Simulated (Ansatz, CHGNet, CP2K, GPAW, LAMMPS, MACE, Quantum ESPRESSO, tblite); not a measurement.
# CP2K on amorphous Ge (61 atoms): settings against a plane-wave reference, part 2 of 3

How do the settings of CP2K change the result for amorphous Ge (61 atoms)? A plane-wave run serves as the yardstick.

Program: CP2K 2026.2; the method stands at each step. Banners, paths, timers and routine set-up lines are dropped from the logs unmarked, and long logs keep their key lines alone; longer cuts are marked.

So far. Step 2 (PBE, DZVP-UZH, 350/50 Ry, diagonalisation): Forces lie 6.0 % from the reference's, at 0.18 times its CPU time (on 2 against 4 cores). Step 3 (PBE, TZVP-MOLOPT (SR for Ge), 350/50 Ry …): Against the first run (6.0 %), the force difference from the reference is 4.4 %, at 0.90 times the CPU time (on 4 against 2 cores), with 1037 basis functions against 793; this set comes with other potentials too, so the change isn't the basis's alone.

### Step 4. PBE, DZVP-MOLOPT (SR for Ge), 350/50 Ry, diagonalisation

Method: Kohn-Sham DFT, PBE, GTH-PBE pseudopotentials, Gaussian and plane waves, DZVP-MOLOPT-GTH, diagonalisation.

Contents of input.inp:

```
&GLOBAL
  PROJECT cell
  RUN_TYPE ENERGY_FORCE
  PRINT_LEVEL LOW
&END GLOBAL
&FORCE_EVAL
  METHOD QS
  STRESS_TENSOR ANALYTICAL
  &DFT
    BASIS_SET_FILE_NAME BASIS_MOLOPT
    POTENTIAL_FILE_NAME GTH_POTENTIALS
    &MGRID
      CUTOFF 350
      REL_CUTOFF 50
    &END MGRID
    &QS
      EPS_DEFAULT 1.0E-12
    &END QS
    &SCF
      SCF_GUESS ATOMIC
      EPS_SCF 1.0E-06
      MAX_SCF 200
      ADDED_MOS 27
      &DIAGONALIZATION
        ALGORITHM STANDARD
      &END DIAGONALIZATION
      &SMEAR ON
        METHOD FERMI_DIRAC
        ELECTRONIC_TEMPERATURE [K] 580
      &END SMEAR
      &MIXING
        METHOD BROYDEN_MIXING
        ALPHA 0.15
        NBROYDEN 8
      &END MIXING
      &PRINT
        &RESTART OFF
        &END RESTART
      &END PRINT
    &END SCF
    &XC
      &XC_FUNCTIONAL PBE
      &END XC_FUNCTIONAL
    &END XC
    &PRINT
      &MULLIKEN ON
      &END MULLIKEN
      &HIRSHFELD ON
        SHAPE_FUNCTION DENSITY
      &END HIRSHFELD
      &MO ON
        EIGENVALUES T
        OCCUPATION_NUMBERS T
        MO_INDEX_RANGE 111 134
        &EACH
          QS_SCF 0
        &END EACH
        ADD_LAST NUMERIC
      &END MO
    &END PRINT
  &END DFT
  &SUBSYS
    &CELL
      A 11.20750 0.00000 0.00000
      B 0.00000 11.20750 0.00000
      C 0.00000 0.00000 11.20750
    &END CELL
    &TOPOLOGY
      COORD_FILE_NAME structure.xyz
      COORD_FILE_FORMAT XYZ
    &END TOPOLOGY
    &KIND Ge
      BASIS_SET DZVP-MOLOPT-SR-GTH-q4
      POTENTIAL GTH-PBE-q4
    &END KIND
  &END SUBSYS
  &PRINT
    &FORCES ON
    &END FORCES
    &STRESS_TENSOR ON
    &END STRESS_TENSOR
  &END PRINT
&END FORCE_EVAL
```

Contents of structure.xyz:

```xyz
61

[... 61 atom lines left out: the same atoms as in the first run ...]
```

The run is started by

```sh
> OMP_NUM_THREADS=2 cp2k.psmp -i input.inp > output.txt
```

Numbers of over 12 decimals in the logs are rounded to 6 here.

The log of the run:

```text
CP2K| version string:                                       CP2K version 2026.2
 CP2K| Input file name                                                 input.inp
 GLOBAL| Basis set file name                                        BASIS_MOLOPT
 GLOBAL| Potential file name                                      GTH_POTENTIALS
[... lines left out ...]
 Number of electrons:                                                        244
[... lines left out ...]
  Step     Update method      Time    Convergence         Total energy    Change
[... lines left out ...]
  *** SCF run converged in    17 steps ***
[... lines left out ...]
  Fermi energy:                                                 0.151415
  Total energy:                                              -239.051881
  Total energy (extrapolated to T->0):                       -239.048868
[... lines left out ...]
 MO| E(Fermi):            0.151415 a.u.          4.120200 eV
[... lines left out ...]
 ENERGY| Total FORCE_EVAL ( QS ) energy [hartree]           -239.051868
[... lines left out ...]
 FORCES|      1 -5.93446291E-03  1.56925452E-03  9.95700799E-03   1.16971115E-02
 FORCES|      2 -8.11724337E-03 -1.30947412E-03 -7.19587285E-03   1.09263420E-02
 FORCES|      3  3.18261284E-03 -1.35328991E-02  8.53767731E-03   1.63144205E-02
[...]
FORCES|     60  2.20444861E-03  1.88691121E-02  1.70267915E-02   2.55110685E-02
 FORCES|     61  4.33795668E-03  1.05455253E-02 -3.95212620E-03   1.20683584E-02
 FORCES| Sum    -1.55950629E-06  2.62319749E-07 -1.85854392E-07
 FORCES| Total atomic force                                       1.59229814E-06
 STRESS| Analytical stress tensor [bar]
 STRESS|                        x                   y                   z
 STRESS|      x        4.24689685746E+04  -1.11992889041E+04   9.48839822329E+03
 STRESS|      y       -1.11992889041E+04   4.78294301945E+04  -1.27268253338E+04
 STRESS|      z        9.48839822329E+03  -1.27268253338E+04   7.86766396800E+04
 STRESS| 1/3 Trace                                             5.63250128163E+04
```

Elapsed: 51 s, on 2 threads of Arm Neoverse V2, shared host; peak memory 1.6 GiB.

Against the reference:

* r.m.s. force component: 0.4402 eV/Å
* r.m.s. difference of force components: 23.36 meV/Å
* longest difference of force vectors: 85.15 meV/Å
* force difference over r.m.s. force: 5.278 %
* slope of forces against the reference's: 0.9934
* correlation of force components: 0.9986
* pressure: 5.633 GPa
* pressure difference: 1.043 GPa

Against the first run (6.0 %), the force difference from the reference is 5.3 %, at 0.64 times the CPU time, with 793 basis functions against 793; this set comes with other potentials too, so the change isn't the basis's alone.

### Step 5. PBE, DZVP-UZH, 350/30 Ry, diagonalisation

Method: Kohn-Sham DFT, PBE, GTH-PBE pseudopotentials, Gaussian and plane waves, DZVP-MOLOPT (UZH set), diagonalisation.

Edit input.inp of step 4 so:

```diff
@@ -9,7 +9,7 @@
   &DFT
-    BASIS_SET_FILE_NAME BASIS_MOLOPT
-    POTENTIAL_FILE_NAME GTH_POTENTIALS
+    BASIS_SET_FILE_NAME BASIS_MOLOPT_UZH
+    POTENTIAL_FILE_NAME POTENTIAL_UZH
     &MGRID
       CUTOFF 350
-      REL_CUTOFF 50
+      REL_CUTOFF 30
     &END MGRID
@@ -67,8 +67,32 @@
     &END CELL
-    &TOPOLOGY
-      COORD_FILE_NAME structure.xyz
-      COORD_FILE_FORMAT XYZ
-    &END TOPOLOGY
+    &COORD
+      SCALED
+      Ge 0.10753 0.68397 0.81275
+      Ge 0.00882 0.98303 0.35227
+      Ge 0.52455 0.94572 0.80790
+      Ge 0.25408 0.14946 0.88873
+      Ge 0.87834 0.22258 0.00567
+      Ge 0.59841 0.00624 0.50144
+      Ge 0.93324 0.63668 0.94247
+      Ge 0.09266 0.32144 0.42211
+      Ge 0.39120 0.32656 0.21997
+      Ge 0.39254 0.05660 0.46445
+      Ge 0.90140 0.99869 0.96309
+      Ge 0.41313 0.28304 0.46342
+      Ge 0.88451 0.54042 0.29190
+      Ge 0.67666 0.88664 0.66520
+      Ge 0.21763 0.37472 0.91324
+      Ge 0.75422 0.21266 0.37869
+      Ge 0.95532 0.13520 0.67324
+      Ge 0.74952 0.69463 0.35545
+      Ge 0.15772 0.04845 0.21053
+      Ge 0.47661 0.14728 0.86882
+[... 37 atom lines left out ...]
+      Ge 0.21610 0.50128 0.73807
+      Ge 0.84063 0.86790 0.25935
+      Ge 0.86834 0.94578 0.74138
+      Ge 0.83730 0.26825 0.79856
+    &END COORD
     &KIND Ge
-      BASIS_SET DZVP-MOLOPT-SR-GTH-q4
+      BASIS_SET DZVP-MOLOPT-PBE-GTH-q4
       POTENTIAL GTH-PBE-q4
```

The log of the run:

```text
CP2K| version string:                                       CP2K version 2026.2
 CP2K| Input file name                                                 input.inp
 GLOBAL| Basis set file name                                    BASIS_MOLOPT_UZH
 GLOBAL| Potential file name                                       POTENTIAL_UZH
[... lines left out ...]
 Number of electrons:                                                        244
[... lines left out ...]
  Step     Update method      Time    Convergence         Total energy    Change
[... lines left out ...]
  *** SCF run converged in    19 steps ***
[... lines left out ...]
  Fermi energy:                                                 0.150405
  Total energy:                                              -239.070365
  Total energy (extrapolated to T->0):                       -239.067344
[... lines left out ...]
 MO| E(Fermi):            0.150405 a.u.          4.092717 eV
[... lines left out ...]
 ENERGY| Total FORCE_EVAL ( QS ) energy [hartree]           -239.070349
[... lines left out ...]
 FORCES|      1 -6.04261248E-03  1.75540681E-03  1.03186167E-02   1.20858789E-02
 FORCES|      2 -8.10565299E-03 -1.58884725E-03 -7.38360752E-03   1.10789759E-02
 FORCES|      3  3.24035192E-03 -1.38456862E-02  8.69035965E-03   1.66650910E-02
[...]
FORCES|     60  2.05652479E-03  1.88746953E-02  1.69724080E-02   2.54665672E-02
 FORCES|     61  4.45189761E-03  1.08175572E-02 -4.24077274E-03   1.24427927E-02
 FORCES| Sum     1.53502486E-05  2.15548089E-05 -5.06185890E-05
 FORCES| Total atomic force                                       5.71181361E-05
 STRESS| Analytical stress tensor [bar]
 STRESS|                        x                   y                   z
 STRESS|      x        4.00898310992E+04  -1.13456454802E+04   9.49585232120E+03
 STRESS|      y       -1.13456454802E+04   4.53791141424E+04  -1.29260239334E+04
 STRESS|      z        9.49585232120E+03  -1.29260239334E+04   7.64550460731E+04
 STRESS| 1/3 Trace                                             5.39746637716E+04
```

Run time: 55 s. Hardware: 2 threads; peak memory 1.6 GiB.

Against the reference:

| Item | Value |
| --- | --- |
| r.m.s. force component | 0.4433 eV/Å |
| r.m.s. difference of force components | 26.79 meV/Å |
| longest difference of force vectors | 82.33 meV/Å |
| force difference over r.m.s. force | 6.053 % |
| slope of forces against the reference's | 0.9999 |
| correlation of force components | 0.9982 |
| pressure | 5.397 GPa |
| pressure difference | 0.8078 GPa |
| energy less the same-level run's | -0.0324 meV/atom |
| r.m.s. force difference from the same-level run | 0.298 meV/Å |

This is a coarse setting, run to see what it loses.

Against the first run (6.0 %), the force difference from the reference is 6.1 %, at 0.70 times the CPU time: the change moves forces by 0.30 meV/Å r.m.s., so most of the difference comes from elsewhere.

### Step 6. PBE+rVV10L, DZVP-UZH, 350/50 Ry, diagonalisation

Method: Kohn-Sham DFT, PBE+rVV10 (b = 10, rVV10L), GTH-PBE pseudopotentials, Gaussian and plane waves, DZVP-MOLOPT (UZH set), diagonalisation.

Edit input.inp of step 5 so:

```diff
@@ -13,3 +13,3 @@
       CUTOFF 350
-      REL_CUTOFF 30
+      REL_CUTOFF 50
     &END MGRID
@@ -43,2 +43,10 @@
       &END XC_FUNCTIONAL
+      &VDW_POTENTIAL
+        POTENTIAL_TYPE NON_LOCAL
+        &NON_LOCAL
+          TYPE RVV10
+          KERNEL_FILE_NAME rVV10_kernel_table.dat
+          PARAMETERS 10.0 0.0093
+        &END NON_LOCAL
+      &END VDW_POTENTIAL
     &END XC
@@ -68,3 +76,2 @@
     &COORD
-      SCALED
 [... 61 atom lines left out: the same atoms as in the first run ...]
```

The log of the run:

```text
CP2K| version string:                                       CP2K version 2026.2
 CP2K| Input file name                                                 input.inp
 GLOBAL| Basis set file name                                    BASIS_MOLOPT_UZH
 GLOBAL| Potential file name                                       POTENTIAL_UZH
 GLOBAL| Run type                                                   ENERGY_FORCE
 GLOBAL| Total number of message passing processes                             1
 GLOBAL| Number of threads for this process                                    2
[... lines left out ...]
                        Smear method:                                FERMI_DIRAC
[... lines left out ...]
 Number of electrons:                                                        244
[... lines left out ...]
  Step     Update method      Time    Convergence         Total energy    Change
[... lines left out ...]
  *** SCF run converged in    19 steps ***
[... lines left out ...]
  Fermi energy:                                                 0.150152
  Total energy:                                              -238.936655
  Total energy (extrapolated to T->0):                       -238.933614
[... lines left out ...]
 MO| E(Fermi):            0.150152 a.u.          4.085836 eV
[... lines left out ...]
     61       Ge     1       4.000          4.000                        -0.000
  Total Charge                                                           -0.000
 !-----------------------------------------------------------------------------!
 ENERGY| Total FORCE_EVAL ( QS ) energy [hartree]           -238.936645
 FORCES| Atomic forces [hartree/bohr]
 FORCES|   Atom     x               y               z               |f|
 FORCES|      1 -5.70813632E-03  1.76959367E-03  1.05168694E-02   1.20962318E-02
 FORCES|      2 -8.27057122E-03 -1.64772244E-03 -7.52529469E-03   1.13025394E-02
 FORCES|      3  3.83471802E-03 -1.35376052E-02  8.52203733E-03   1.64498309E-02
[...]
FORCES|     60  1.73179562E-03  1.87345545E-02  1.70578223E-02   2.53959042E-02
 FORCES|     61  4.55095094E-03  1.07972412E-02 -4.54707531E-03   1.25685109E-02
 FORCES| Sum    -1.94779548E-06  1.19579549E-07 -8.94023827E-07
 FORCES| Total atomic force                                       2.14650532E-06
 STRESS| Analytical stress tensor [bar]
 STRESS|                        x                   y                   z
 STRESS|      x        3.71702301519E+04  -1.10364656794E+04   9.35474208288E+03
 STRESS|      y       -1.10364656794E+04   4.24969779355E+04  -1.26818946146E+04
 STRESS|      z        9.35474208288E+03  -1.26818946146E+04   7.35812491300E+04
 STRESS| 1/3 Trace                                             5.10828190725E+04
```

The job ended after 2.9 min (2 threads; peak memory 3.1 GiB).

Compared with the plane-wave run:

| Property | Result |
| --- | --- |
| r.m.s. force component | 0.4454 eV/Å |
| r.m.s. difference of force components | 33.67 meV/Å |
| longest difference of force vectors | 101.1 meV/Å |
| force difference over r.m.s. force | 7.61 % |
| slope of forces against the reference's | 1.004 |
| correlation of force components | 0.9971 |
| pressure | 5.108 GPa |
| pressure difference | 0.5186 GPa |

Against the first run (6.0 %), the force difference from the reference is 7.6 %, at 2.1 times the CPU time; the model has changed, so this is no error of the program alone.

### Step 7. PBE, DZVP-UZH, 244/50 Ry, diagonalisation

Method: Kohn-Sham DFT, PBE, GTH-PBE pseudopotentials, Gaussian and plane waves, DZVP-MOLOPT (UZH set), diagonalisation.

Edit input.inp of step 6 so:

```diff
@@ -12,3 +12,3 @@
     &MGRID
-      CUTOFF 350
+      CUTOFF 244
       REL_CUTOFF 50
@@ -43,10 +43,2 @@
       &END XC_FUNCTIONAL
-      &VDW_POTENTIAL
-        POTENTIAL_TYPE NON_LOCAL
-        &NON_LOCAL
-          TYPE RVV10
-          KERNEL_FILE_NAME rVV10_kernel_table.dat
-          PARAMETERS 10.0 0.0093
-        &END NON_LOCAL
-      &END VDW_POTENTIAL
     &END XC
```

The log of the run:

```text
CP2K| version string:                                       CP2K version 2026.2
 CP2K| Input file name                                                 input.inp
 GLOBAL| Basis set file name                                    BASIS_MOLOPT_UZH
 GLOBAL| Potential file name                                       POTENTIAL_UZH
[... lines left out ...]
 Number of electrons:                                                        244
[... lines left out ...]
  Step     Update method      Time    Convergence         Total energy    Change
[... lines left out ...]
  *** SCF run converged in    19 steps ***
[... lines left out ...]
  Fermi energy:                                                 0.150405
  Total energy:                                              -239.070293
  Total energy (extrapolated to T->0):                       -239.067271
[... lines left out ...]
 MO| E(Fermi):            0.150405 a.u.          4.092732 eV
[... lines left out ...]
 ENERGY| Total FORCE_EVAL ( QS ) energy [hartree]           -239.070276
[... lines left out ...]
 FORCES|      1 -6.03427530E-03  1.75262344E-03  1.03104599E-02   1.20743427E-02
 FORCES|      2 -8.11475888E-03 -1.58413534E-03 -7.37863274E-03   1.10816523E-02
 FORCES|      3  3.23793648E-03 -1.38422507E-02  8.68390594E-03   1.66584020E-02
[...]
FORCES|     60  2.06208783E-03  1.88776211E-02  1.69752849E-02   2.54711029E-02
 FORCES|     61  4.45213491E-03  1.08284716E-02 -4.23816431E-03   1.24514794E-02
 FORCES| Sum     7.26040843E-07  1.27141905E-06  1.94926283E-06
 FORCES| Total atomic force                                       2.43788172E-06
 STRESS| Analytical stress tensor [bar]
 STRESS|                        x                   y                   z
 STRESS|      x        4.00755248796E+04  -1.13465227230E+04   9.49641149512E+03
 STRESS|      y       -1.13465227230E+04   4.53621318412E+04  -1.29269600396E+04
 STRESS|      z        9.49641149512E+03  -1.29269600396E+04   7.64345932618E+04
 STRESS| 1/3 Trace                                             5.39574166609E+04
```

It took 64 s on 2 threads; peak memory 1.2 GiB; 2 min of CPU time.

Against the reference:

- r.m.s. force component: 0.4433 eV/Å
- r.m.s. difference of force components: 26.76 meV/Å
- longest difference of force vectors: 82.12 meV/Å
- force difference over r.m.s. force: 6.047 %
- slope of forces against the reference's: 1
- correlation of force components: 0.9982
- pressure: 5.396 GPa
- pressure difference: 0.806 GPa
- energy less the same-level run's: -0.0001 meV/atom
- r.m.s. force difference from the same-level run: 0.009 meV/Å

Against the first run (6.0 %), the force difference from the reference is 6.0 %, at 0.87 times the CPU time: the change moves forces by under 0.01 meV/Å r.m.s., so most of the difference comes from elsewhere.

### Step 8. revPBE, PBE potentials, DZVP-UZH, 350/50 Ry, diagonalisation

Method: Kohn-Sham DFT, revPBE, GTH-PBE pseudopotentials, Gaussian and plane waves, DZVP-MOLOPT (UZH set), diagonalisation.

Edit input.inp of step 7 so:

```diff
@@ -12,3 +12,3 @@
     &MGRID
-      CUTOFF 244
+      CUTOFF 350
       REL_CUTOFF 50
@@ -41,3 +41,6 @@
     &XC
-      &XC_FUNCTIONAL PBE
+      &XC_FUNCTIONAL
+        &PBE
+          PARAMETRIZATION REVPBE
+        &END PBE
       &END XC_FUNCTIONAL
```

The log of the run:

```text
CP2K| version string:                                       CP2K version 2026.2
 CP2K| Input file name                                                 input.inp
 GLOBAL| Basis set file name                                    BASIS_MOLOPT_UZH
 GLOBAL| Potential file name                                       POTENTIAL_UZH
 GLOBAL| Run type                                                   ENERGY_FORCE
 GLOBAL| Total number of message passing processes                             1
 GLOBAL| Number of threads for this process                                    2
 TOTAL NUMBERS AND MAXIMUM NUMBERS
  Total number of            - Atomic kinds:                                   1
                             - Atoms:                                         61
[... lines left out ...]
                        Smear method:                                FERMI_DIRAC
[... lines left out ...]
 Number of electrons:                                                        244
[... lines left out ...]
  Step     Update method      Time    Convergence         Total energy    Change
[... lines left out ...]
  *** SCF run converged in    20 steps ***
[... lines left out ...]
  Fermi energy:                                                 0.150951
  Total energy:                                              -239.254493
  Total energy (extrapolated to T->0):                       -239.251489
[... lines left out ...]
 MO| E(Fermi):            0.150951 a.u.          4.107577 eV
[... lines left out ...]
 !-----------------------------------------------------------------------------!
 !-----------------------------------------------------------------------------!
                           Hirshfeld Charges
  #Atom  Element  Kind  Ref Charge     Population                    Net charge
      1       Ge     1       4.000          3.997                         0.003
      2       Ge     1       4.000          3.986                         0.014
      3       Ge     1       4.000          4.008                        -0.008
[...]
60       Ge     1       4.000          4.015                        -0.015
     61       Ge     1       4.000          4.001                        -0.001
  Total Charge                                                           -0.000
 !-----------------------------------------------------------------------------!
 ENERGY| Total FORCE_EVAL ( QS ) energy [hartree]           -239.254482
 FORCES| Atomic forces [hartree/bohr]
 FORCES|   Atom     x               y               z               |f|
 FORCES|      1 -6.37433599E-03  1.75729966E-03  1.01030746E-02   1.20744514E-02
 FORCES|      2 -7.97617318E-03 -1.60783025E-03 -7.28745915E-03   1.09229812E-02
 FORCES|      3  2.82682952E-03 -1.41402569E-02  8.91190846E-03   1.69516944E-02
[...]
FORCES|     60  2.35004819E-03  1.89990269E-02  1.68958491E-02   2.55334186E-02
 FORCES|     61  4.49774357E-03  1.08716224E-02 -4.04975169E-03   1.24427634E-02
 FORCES| Sum    -8.67401971E-07  1.00586129E-07  1.25082463E-08
 FORCES| Total atomic force                                       8.73304189E-07
 STRESS| Analytical stress tensor [bar]
 STRESS|                        x                   y                   z
 STRESS|      x        4.25970208652E+04  -1.16149797939E+04   9.59292116085E+03
 STRESS|      y       -1.16149797939E+04   4.79200968813E+04  -1.31627472773E+04
 STRESS|      z        9.59292116085E+03  -1.31627472773E+04   7.89828238945E+04
 STRESS| 1/3 Trace                                             5.64999805470E+04
```

Wall time 80 s (2 threads); peak memory 1.6 GiB.

Against the reference:

```
r.m.s. force component                  : 0.442 eV/Å
r.m.s. difference of force components   : 27.48 meV/Å
longest difference of force vectors     : 86.72 meV/Å
force difference over r.m.s. force      : 6.21 %
slope of forces against the reference's : 0.9969
correlation of force components         : 0.9981
pressure                                : 5.65 GPa
pressure difference                     : 1.06 GPa
```

Against the first run (6.0 %), the force difference from the reference is 6.2 %, at 1.0 times the CPU time; the model has changed, so this is no error of the program alone.

(Continued in part 3 of 3.)

[Also dropped from logs without a mark: logging warnings of Python, and SIESTA's first energy breakdown and zero terms.]

[Logs are printed without paths, hosts, clocks, repeated set-up lines and the standing remarks that a program may print on its own settings, such as how far it seeks lower states.]

[Hosts, paths, dates, database ids (printed as entryN), source tags and the programs' standing remarks are cut or masked in the printed files.]
